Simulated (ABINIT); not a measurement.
Computed results, one entry a study.

```json
{"subject": "Quasiparticle gap of NaFeN (P6_3mc) in ABINIT", "lattice_ang": [[2.9792, 0.0, 0.0], [-1.4896, 2.5801, 0.0], [0.0, 0.0, 9.6776]], "atoms": [["Na", 0.6667, 0.3333, 0.7607], ["Na", 0.3333, 0.6667, 0.2607], ["Fe", 0.0, 0.0, 0.5182], ["Fe", 0.0, 0.0, 0.0182], ["N", 0.3333, 0.6667, 0.5658], ["N", 0.6667, 0.3333, 0.0658]], "method": "RPA screening on PBE, plane waves, norm-conserving pseudopotentials (and 2 further levels or steps)", "program": "ABINIT 10.8.3", "settings": "cutoff 41 Ha, PseudoDojo scalar-relativistic 0.4.1 standard, norm-conserving, ngkpt (3, 3, 1), nband 120, ecuteps 4.8 Ha, inclvkb 2, shiftk (0, 0, 0), symchi 1, awtr 1, frequency ppm, 3×3×1 k-mesh", "notes": "This run has no spin polarisation, although Fe can carry a moment. The program’s warnings: nproc spkpt=  >= nkpt= * nsppol=. The cell and positions are those that the Materials Project relaxed with its own functionals (PBE, PBE+U or r2SCAN), kept fixed. Limits: mesh may overstate the screening; no spin polarisation; d states lean on the start. Local fields lower the RPA ε∞ on this mesh from 57.70 to 54.67; a Γ-centred mesh this coarse tends to raise both, most where the direct gap is narrow, while a short band sum lowers them. The 3×3×1 mesh is coarse for this cell, which bears on the long-range parts of exchange and screening. The RPA ε∞ on this mesh reaches over 25; with a narrow direct gap a coarse mesh can overstate it, and the correction is then too small. The runs have no spin polarisation. For a closed low-spin shell that is the natural state; where a d or f shell is open it is a constraint, and the gap is then not the crystal’s own.", "results": {"pbe_gap": "0.31 eV, indirect", "g0w0_gap_on_the_mesh": "1.07 eV", "g0w0_gap_over_the_zone_rigid_shift": "0.79 eV", "gw_settings": "3×3×1 mesh, 120 bands, screening to 130.6 eV, Godby-Needs plasmon pole", "known_limits": "short of the basis limit; mesh may overstate the screening; no spin polarisation; d states lean on the start; coarse k mesh"}}
```

[Long decimals in the printed logs are rounded to 6 places.]

[Logs are printed without paths, hosts, clocks, repeated set-up lines and the standing remarks that a program may print on its own settings, such as how far it seeks lower states.]

[Paths, hosts, dates, memory and timing lines, banners, echoed tables and standing remarks are left out of the program output; an Ansatz launch command may be rebuilt from the run's recorded settings. Measured values are a selection of at most five: reports struck by readers or far from the other reports are left out. None is set beside runs whose start may be inverted or whose files or cutoffs have a known fault.]

[Runs of the session that timed out or met a known fault of the program may be left out.]

[Hosts, paths, dates, database ids (printed as entryN), source tags and the programs' standing remarks are cut or masked in the printed files.]

[G0W0 gaps are taken among the corrected bands and points alone; a level outside them can change the order at an edge.]

[Where Ansatz stands beside ABINIT at settings called matched, ABINIT's density can come from a denser mesh and the files from another edition; pairs whose starting gaps differed by over 0.03 eV were left out, so agreement reads better than it is.]
